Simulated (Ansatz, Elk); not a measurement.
# Bonding as seen by X-rays: Li2ScBr4

The structure of Li2ScBr4 used here is made up (a known structure type with other elements) and was relaxed beforehand with PBE. The aim is the Fourier transform of its all-electron density, F(hkl), set beside the sum over free spherical atoms that refinements use.

Method: DFT, PBE, all-electron APW+lo, Dirac cores, scalar-relativistic bands, static density, no spin, in Elk 11.2.3 (patched build).

The structure was built from a prototype and need not be the compound's stable phase.

## Step 1: Set-up

It takes space group P-42m (No. 111, tetragonal). The conventional cell has a = 5.927 Å, b = 5.927 Å, c = 6.188 Å, α = 90.00°, β = 90.00°, γ = 90.00°. Nearest to Br lie 2 Li at 2.56 Å and 1 Sc at 2.65 Å. Nearest to Sc lie 4 Br at 2.65 Å. Li has 4 Br at 2.56 Å nearest. Farther neighbours and most contacts between anions are not listed.

## Step 2: Ground state and structure factors

An all-electron density is needed, since X-rays see the cores too. Task 0 finds the density and task 195 Fourier-transforms it; tshift is off so that phases refer to the origin typed.

elk.in reads:

```
tasks
  0
  195

xctype
  20

spinpol
  .false.

rgkmax
  7.0

gmaxvr
  14.0

lmaxo
  7

lmaxapw
  8

swidth
  0.002

tshift
  .false.

ramdisk
  .false.

hmaxvr
  5.5

maxscl
  120

epspot
  1e-06

sppath
  './'

avec
  11.20119291742 0.00000000000 0.00000000000
  0.00000000000 11.20119291742 -0.00000000000
  0.00000000000 -0.00000000000 11.69455991368

atoms
  3
  'Br.in'
  4
  0.7500106138 0.7500106138 0.2611617338   0.000000 0.000000 0.000000
  0.7500106138 0.2499893862 0.7388382662   0.000000 0.000000 0.000000
  0.2499893862 0.2499893862 0.2611617338   0.000000 0.000000 0.000000
  0.2499893862 0.7500106138 0.7388382662   0.000000 0.000000 0.000000
  'Sc.in'
  1
  0.0000000000 0.0000000000 0.0000000000   0.000000 0.000000 0.000000
  'Li.in'
  2
  0.5000000000 0.0000000000 0.5000000000   0.000000 0.000000 0.000000
  0.0000000000 0.5000000000 0.5000000000   0.000000 0.000000 0.000000

ngridk
  4 4 4
```

Run with:

```sh
$ OMP_NUM_THREADS=4 elk
```

Numbers of over 12 decimals in the logs are rounded to 6 here.

The log of the run:

```text
┌─────────────────────────┐
│ Elk code version 11.2.3 │
└─────────────────────────┘

All units are atomic (Hartree, Bohr, etc.)

┌─────────────────────────────────────────────────┐
│ Ground-state run starting from atomic densities │
└─────────────────────────────────────────────────┘

Lattice vectors :
   11.20119292       0.000000000       0.000000000
   0.000000000       11.20119292      -0.000000000
   0.000000000      -0.000000000       11.69455991

Reciprocal lattice vectors :
  0.5609389423      -0.000000000      -0.000000000
  -0.000000000      0.5609389423       0.000000000
  -0.000000000       0.000000000      0.5372741987

Unit cell volume      :    1467.278107
Brillouin zone volume :   0.1690546682

Muffin-tin inner radius fraction :   0.1000000000E-01

Nuclei treated as point charges

Species : 1 (Br)
 parameters loaded from : Br.in
 name : bromine
 nuclear charge    :   -35.00000000
 electronic charge :    35.00000000
 atomic mass :    145656.0816
 muffin-tin radius :    2.400000000
 number of radial points in muffin-tin :    993
 inner part over the whole radius :   0.9934012010E-02
 number on inner part of muffin-tin    :    703
 approximate nuclear radius :   0.7858070945E-04
 number of mesh points to nuclear radius :    344
 atomic positions (lattice), magnetic fields (Cartesian) :
  1 :   0.75001061  0.75001061  0.26116173    0.00000000  0.00000000  0.00000000
  2 :   0.75001061  0.24998939  0.73883827    0.00000000  0.00000000  0.00000000
  3 :   0.24998939  0.24998939  0.26116173    0.00000000  0.00000000  0.00000000
  4 :   0.24998939  0.75001061  0.73883827    0.00000000  0.00000000  0.00000000

Species : 2 (Sc)
 parameters loaded from : Sc.in
 name : scandium
 nuclear charge    :   -21.00000000
 electronic charge :    21.00000000
 atomic mass :    81949.61073
 muffin-tin radius :    2.400000000
 number of radial points in muffin-tin :    993
 inner part over the whole radius :   0.9898716403E-02
 number on inner part of muffin-tin    :    698
 approximate nuclear radius :   0.6711386133E-04
 number of mesh points to nuclear radius :    323
 atomic positions (lattice), magnetic fields (Cartesian) :
  1 :   0.00000000  0.00000000  0.00000000    0.00000000  0.00000000  0.00000000

Species : 3 (Li)
 parameters loaded from : Li.in
 name : lithium
 nuclear charge    :   -3.000000000
 electronic charge :    3.000000000
 atomic mass :    12652.66898
 muffin-tin radius :    1.800000000
 number of radial points in muffin-tin :    593
 inner part over the whole radius :   0.9806707936E-02
 number on inner part of muffin-tin    :    401
 approximate nuclear radius :   0.4000070961E-04
 number of mesh points to nuclear radius :    148
 atomic positions (lattice), magnetic fields (Cartesian) :
  1 :   0.50000000  0.00000000  0.50000000    0.00000000  0.00000000  0.00000000
  2 :   0.00000000  0.50000000  0.50000000    0.00000000  0.00000000  0.00000000

Total number of atoms per unit cell :    7
Total muffin-tin volume :    338.3872279
 ratio of muffin-tin to unit cell volume :   0.2306224201

Spin treatment :
 spin-unpolarised

Number of Bravais lattice symmetries :   16
Number of crystal symmetries         :    8
Crystal has no inversion symmetry
Complex Hermitian eigensolver will be used

k-point grid :      4     4     4
k-point offset :    0.000000000       0.000000000       0.000000000
k-point set is reduced with full crystal symmetry group
Total number of k-points :       19

Muffin-tin radius times maximum |G+k| :    7.000000000
 using average radius
Maximum |G+k| for APW functions       :    3.141025641
Maximum (1/2)|G+k|²                   :    4.933021039
Maximum |G| for potential and density :    14.00000000
Constant for pseudocharge density :    8
 order of it for each species :   15  15  15
 order of it for pair densities of each species (exact exchange by exxq0 0: 16) :   11  11   5
Radial integration step length :    1

G-vector grid sizes :     50    50    54
Number of G-vectors :    67873

[...]
from k-point 1 to k-point 4
Estimated direct band gap   :   0.4172400120E-02
 at k-point 2

Charges :
 core                        :    82.00000000
 valence                     :    85.00000000
 interstitial                :    9.418618962
 muffin-tins (core leakage)
  species : 1 (Br)
   atom 1                    :    33.56348339     (  0.2285181128E-04)
[...]
species : 2 (Sc)
[...]
species : 3 (Li)
   atom 1                    :    2.116649555     (   0.000000000    )
   atom 2                    :    2.116649555     (   0.000000000    )
 total in muffin-tins        :    157.5813810
 total calculated charge     :    166.9996860
 total charge                :    167.0000000
 error                       :   0.3139825336E-03

RMS change in Kohn-Sham potential (target) :    6.962433072     (  0.1000000000E-05)
Absolute change in total energy (target)   :    6.401485912     (  0.1000000000E-03)

[... loops 3 to 15 left out ...]

┌──────────────────┐
│ Loop number : 16 │
└──────────────────┘

Energies :
 Fermi                       :     0.136607
 sum of occupied eigenvalues :     -6525.3780064103
 electron kinetic            :      11476.352046701
 core electron kinetic       :      10458.170223053
 Coulomb                     :     -22270.452440370
 Coulomb potential           :     -17465.637658520
 nuclear-nuclear             :     -1123.9169534201
 electron-nuclear            :     -24842.338225034
 Hartree                     :      3695.8027380844
 Madelung                    :     -13537.633611110
 xc potential                :     -536.09239459130
 exchange                    :     -404.23256739275
 correlation                 :     -7.874259
 electron entropic           :    -0.41920268334498E-02
 total energy                :     -11206.211411627

Density of states at Fermi energy :    335.6377534
 (states/Hartree/unit cell)

Estimated indirect band gap :   0.9800446265E-03
 from k-point 3 to k-point 4
Estimated direct band gap   :   0.2924207202E-02
 at k-point 1

Charges :
 core                        :    82.00000000
 valence                     :    85.00000000
 interstitial                :    9.422409917
 muffin-tins (core leakage)
  species : 1 (Br)
[...]
species : 2 (Sc)
[...]
species : 3 (Li)
   atom 1                    :    2.113344287     (   0.000000000    )
   atom 2                    :    2.113344287     (   0.000000000    )
 total in muffin-tins        :    157.5775901
 total calculated charge     :    166.9996886
 total charge                :    167.0000000
 error                       :   0.3113966102E-03

RMS change in Kohn-Sham potential (target) :   0.2302209221E-06 (  0.1000000000E-05)
Absolute change in total energy (target)   :   0.3234936594E-04 (  0.1000000000E-03)

Convergence targets achieved

┌──────────────────┐
│ Loop number : 17 │
└──────────────────┘

Energies :
 Fermi                       :     0.136607
 sum of occupied eigenvalues :     -6525.3779977332
 electron kinetic            :      11476.352051332
 core electron kinetic       :      10458.170225827
 Coulomb                     :     -22270.452439979
 Coulomb potential           :     -17465.637657165
 nuclear-nuclear             :     -1123.9169534201
 electron-nuclear            :     -24842.338225529
 Hartree                     :      3695.8027389697
 Madelung                    :     -13537.633611397
 xc potential                :     -536.09239190035
 exchange                    :     -404.23256749616
 correlation                 :     -7.874259
 electron entropic           :    -0.41920170534837E-02
 total energy                :     -11206.211406686

Density of states at Fermi energy :    335.6372525
 (states/Hartree/unit cell)

Estimated indirect band gap :   0.9800899732E-03
 from k-point 3 to k-point 4
Estimated direct band gap   :   0.2924383174E-02
 at k-point 1

Charges :
 core                        :    82.00000000
 valence                     :    85.00000000
 interstitial                :    9.422409717
 muffin-tins (core leakage)
  species : 1 (Br)
[...]
atom 3                    :    33.54948513     (  0.2293176928E-04)
   atom 4                    :    33.54948513     (  0.2293176928E-04)
  species : 2 (Sc)
   atom 1                    :    19.15296116     ( -0.2162964634E-06)
  species : 3 (Li)
   atom 1                    :    2.113344304     (   0.000000000    )
   atom 2                    :    2.113344304     (   0.000000000    )
 total in muffin-tins        :    157.5775903
 total calculated charge     :    166.9996886
 total charge                :    167.0000000
 error                       :   0.3113967780E-03

┌──────────────────────────────┐
│ Self-consistent loop stopped │
└──────────────────────────────┘

Wrote STATE.OUT
```

It took 66 s on 4 threads of Intel Xeon 6975P-C (Granite Rapids), shared host; peak memory 0.34 GiB.

SFACRHO.OUT:

```text

h k l indices transformed by vhmat matrix:
   1.000000000       0.000000000       0.000000000    
   0.000000000       1.000000000       0.000000000    
   0.000000000       0.000000000       1.000000000    

      h      k      l  multipl.   |H|            Re(F)            Im(F)           |F|

      0      0      0      1   0.0000000       167.00000      0.41217486E-15   167.00000    
      0      0     -1      2  0.53727420       4.8915690     -0.43720966E-15   4.8915690    
      1      0      0      4  0.56093894       19.066093      0.10541945E-13   19.066093    
      1      0      1      8  0.77673423       17.779298      0.12298812E-13   17.779298    
      1      1      0      4  0.79328746       13.527836      0.17936231E-15   13.527836    
     -1     -1     -1      4  0.95810676       20.895131       121.94848       123.72566    
     -1      1     -1      4  0.95810676       20.895131      -121.94848       123.72566    
      0      0     -2      2   1.0745484      -97.210927      0.72125440E-13   97.210927    
      0     -2      0      4   1.1218779      -97.262548     -0.79054541E-13   97.262548    
     -1      0      2      8   1.2121496       15.663677     -0.37317425E-15   15.663677    
     -2      0     -1      8   1.2438945       19.952786      0.92954911E-14   19.952786    
     -1     -2      0      8   1.2542976       15.439001      0.50488203E-14   15.439001    
     -1     -1     -2      4   1.3356494       11.653084      -15.474687       19.371637    
      1      1      2      4   1.3356494       11.653084       15.474687       19.371637    
     -2      1      1      8   1.3645241       15.012598      0.23471323       15.014433    
     -2     -1      1      8   1.3645241       15.012598     -0.23471323       15.014433    
      0     -2      2      8   1.5534685       121.65385      0.10158271E-12   121.65385    
     -2      2      0      4   1.5865749       121.64194     -0.46098974E-14   121.64194
```

Elk indexes on the primitive cell of elk.in and gives |H| = 4π sin θ/λ in inverse bohr. Below, one row stands for each form hkl of the conventional cell (m members, Friedel mates merged), F is for one primitive cell and the density is static (no thermal factor). Free-atom factors are Waasmaier and Kirfel's, and R is Σm||F|−|F'||/Σm|F|.

```tsv
hkl	m	sin θ/λ (Å⁻¹)	abs F, DFT	neutral atoms	diff.	abs of complex diff.
001	2	0.081	4.892	4.955	-0.063	0.063
100	4	0.084	19.066	18.939	+0.127	0.127
101	8	0.117	17.779	17.753	+0.027	0.027
110	4	0.119	13.528	13.527	+0.001	0.001
111	8	0.144	123.725	122.977	+0.748	0.752
002	2	0.162	97.211	96.974	+0.237	0.237
200	4	0.169	97.263	97.040	+0.223	0.223
102	8	0.182	15.664	15.648	+0.016	0.016
201	8	0.187	19.953	19.902	+0.051	0.051
210	8	0.189	15.439	15.460	-0.021	0.021
112	8	0.201	19.372	19.372	-0.001	0.029
211	16	0.205	15.014	14.985	+0.030	0.222
202	8	0.234	121.654	121.706	-0.052	0.052
220	4	0.239	121.642	121.776	-0.134	0.134
003	2	0.242	32.450	32.335	+0.115	0.115
212	16	0.248	13.792	13.781	+0.011	0.134
221	8	0.252	3.287	3.263	+0.024	0.036
300	4	0.253	13.604	13.627	-0.022	0.022
103	8	0.257	13.586	13.552	+0.034	0.034
301	8	0.266	13.329	13.311	+0.017	0.017
310	8	0.267	10.166	10.103	+0.062	0.062
113	8	0.270	98.480	98.783	-0.303	0.303
```

## Step 3: The highest occupied states alone

An energy window below the Fermi level keeps the highest occupied states, to see at which angles they scatter; shallow core shells can lie inside it and anion s states outside. No new self-consistency is needed.

Changes to elk.in since step 2:

```diff
@@ -1,3 +1,2 @@
 tasks
-  0
   195
@@ -40,2 +39,5 @@
 
+wsfac
+  -0.230890 0.436610
+
 sppath
```

Run with:

```sh
$ OMP_NUM_THREADS=4 elk
```

The log of the run:

```text
┌─────────────────────────────────┐
│ Elk code version 11.2.3 started │
└─────────────────────────────────┘

Info(readinput): the functional depends on the density's gradient
 muffin-tin radial points multiplied by    2.00000
 (not where nrmtscf is given)

┌────────────────────┐
│ Current task : 195 │
└────────────────────┘

Info(sfacrho): density structure factors written to SFACRHO.OUT

 Energy window :  -0.2308900000      0.4366100000

┌──────────────────┐
│ Elk code stopped │
└──────────────────┘
```

Run time: 14 s. Hardware: 4 threads; peak memory 0.22 GiB.

States within 10 eV below the Fermi level hold 25.00 electrons; any levels below the window count with the cores. Their amplitudes can exceed the total, where window and core parts have opposite phase:

```tsv
hkl	sin θ/λ (Å⁻¹)	abs F, window	abs F, all
001	0.081	0.336	4.892
100	0.084	1.563	19.066
101	0.117	1.007	17.779
110	0.119	0.654	13.528
111	0.144	9.984	123.725
002	0.162	7.138	97.211
200	0.169	6.620	97.263
102	0.182	0.525	15.664
201	0.187	0.835	19.953
210	0.189	0.451	15.439
```

## Step 4: Another functional

The difference from free atoms is small, so it is set against the change that LDA (Perdew-Wang) makes.

Changes to elk.in since step 3:

```diff
@@ -1,2 +1,3 @@
 tasks
+  0
   195
@@ -4,3 +5,3 @@
 xctype
-  20
+  3
 
@@ -39,5 +40,2 @@
 
-wsfac
-  -0.230890 0.436610
-
 sppath
```

Run with:

```sh
$ OMP_NUM_THREADS=4 elk
```

The log of the run:

```text
┌─────────────────────────┐
│ Elk code version 11.2.3 │
└─────────────────────────┘

All units are atomic (Hartree, Bohr, etc.)

┌─────────────────────────────────────────────────┐
│ Ground-state run starting from atomic densities │
└─────────────────────────────────────────────────┘

Lattice vectors :
   11.20119292       0.000000000       0.000000000
   0.000000000       11.20119292      -0.000000000
   0.000000000      -0.000000000       11.69455991

Reciprocal lattice vectors :
  0.5609389423      -0.000000000      -0.000000000
[...]
atom 4                    :    33.52553571     (  0.1711653663E-04)
  species : 2 (Sc)
   atom 1                    :    19.14546725     ( -0.3512582412E-05)
  species : 3 (Li)
   atom 1                    :    2.115923209     (   0.000000000    )
   atom 2                    :    2.115923209     (   0.000000000    )
 total in muffin-tins        :    157.4794565
 total calculated charge     :    166.9997160
 total charge                :    167.0000000
 error                       :   0.2839522315E-03

┌──────────────────────────────┐
│ Self-consistent loop stopped │
└──────────────────────────────┘

Wrote STATE.OUT
[key lines of the parts left out:]
total energy                :     -11191.139020348
```

It took 50 s on 4 threads; peak memory 0.3 GiB.

Against the first run R = 0.08 %; the largest change is -0.102 at 602.

## Step 5: A coarser k-mesh

About half the k-points along each axis test the sampling.

Changes to elk.in since step 4:

```diff
@@ -5,3 +5,3 @@
 xctype
-  3
+  20
 
@@ -65,2 +65,2 @@
 ngridk
-  4 4 4
+  2 2 2
```

Run with:

```sh
$ OMP_NUM_THREADS=4 elk
```

The log of the run:

```text
┌─────────────────────────┐
│ Elk code version 11.2.3 │
└─────────────────────────┘

All units are atomic (Hartree, Bohr, etc.)

┌─────────────────────────────────────────────────┐
│ Ground-state run starting from atomic densities │
└─────────────────────────────────────────────────┘

Lattice vectors :
   11.20119292       0.000000000       0.000000000
   0.000000000       11.20119292      -0.000000000
   0.000000000      -0.000000000       11.69455991

Reciprocal lattice vectors :
  0.5609389423      -0.000000000      -0.000000000
[...]
atom 4                    :    33.54711441     (  0.2292986732E-04)
  species : 2 (Sc)
   atom 1                    :    19.13351339     ( -0.2163040715E-06)
  species : 3 (Li)
   atom 1                    :    2.113887523     (   0.000000000    )
   atom 2                    :    2.113887523     (   0.000000000    )
 total in muffin-tins        :    157.5497461
 total calculated charge     :    166.9996846
 total charge                :    167.0000000
 error                       :   0.3153900944E-03

┌──────────────────────────────┐
│ Self-consistent loop stopped │
└──────────────────────────────┘

Wrote STATE.OUT
[key lines of the parts left out:]
total energy                :     -11206.212113841
```

Wall time 42 s (4 threads); peak memory 0.34 GiB; 89 s of CPU time.

Against the first run R = 0.01 %; the largest change is -0.027 at 110.

## Step 6: Settings against the effect

```tsv
run	R against the first run (%)	R against neutral atoms, low angle (%)	wall time
PBE, rgkmax 7	0.00	0.28	66 s
LDA (Perdew-Wang)	0.08	0.25	50 s
k-mesh 2×2×2	0.01	0.27	42 s
```

## Step 7: What came out

* R against neutral atoms, sin θ/λ < 0.3 Å⁻¹: 0.28 %
* R against neutral atoms, 0.3 to 0.60 Å⁻¹: 0.24 %

Independent neutral atoms miss the calculated amplitudes by R = 0.28 % below 0.3 Å⁻¹ and 0.24 % from there to 0.60 Å⁻¹; by shells, 0.54 % below 0.15 Å⁻¹ (5 forms), 0.23 % 0.15 to 0.3 (20 forms), 0.25 % 0.3 to 0.45 (46 forms), 0.23 % above 0.45 (78 forms). Bonding, aspherical density and the tables' own atoms all enter these figures, and the runs don't part them. The largest change of an amplitude is +0.75 electrons, at 111. R counts amplitudes alone; phases shift too. The window's part falls from 25.0 electrons at the origin to at most 0.41 between 0.45 and 0.60 Å⁻¹. Below 0.3 Å⁻¹ the changes that finished (LDA (Perdew-Wang) and k-mesh 2×2×2) move F by R = 0.05 % at most, against the 0.28 % that separates it from free atoms. The basis has no finished test. The electron count is odd, so without spin the run is a metal by force. Part of the difference isn't bonding: the tables are fits to free atoms and ions calculated by other methods than this functional. Thermal motion, anomalous dispersion and extinction are left out.

[Logs are printed without paths, hosts, clocks, repeated set-up lines and the standing remarks that a program may print on its own settings, such as how far it seeks lower states.]

[Hosts, paths, dates, database ids (printed as entryN), source tags and the programs' standing remarks are cut or masked in the printed files.]
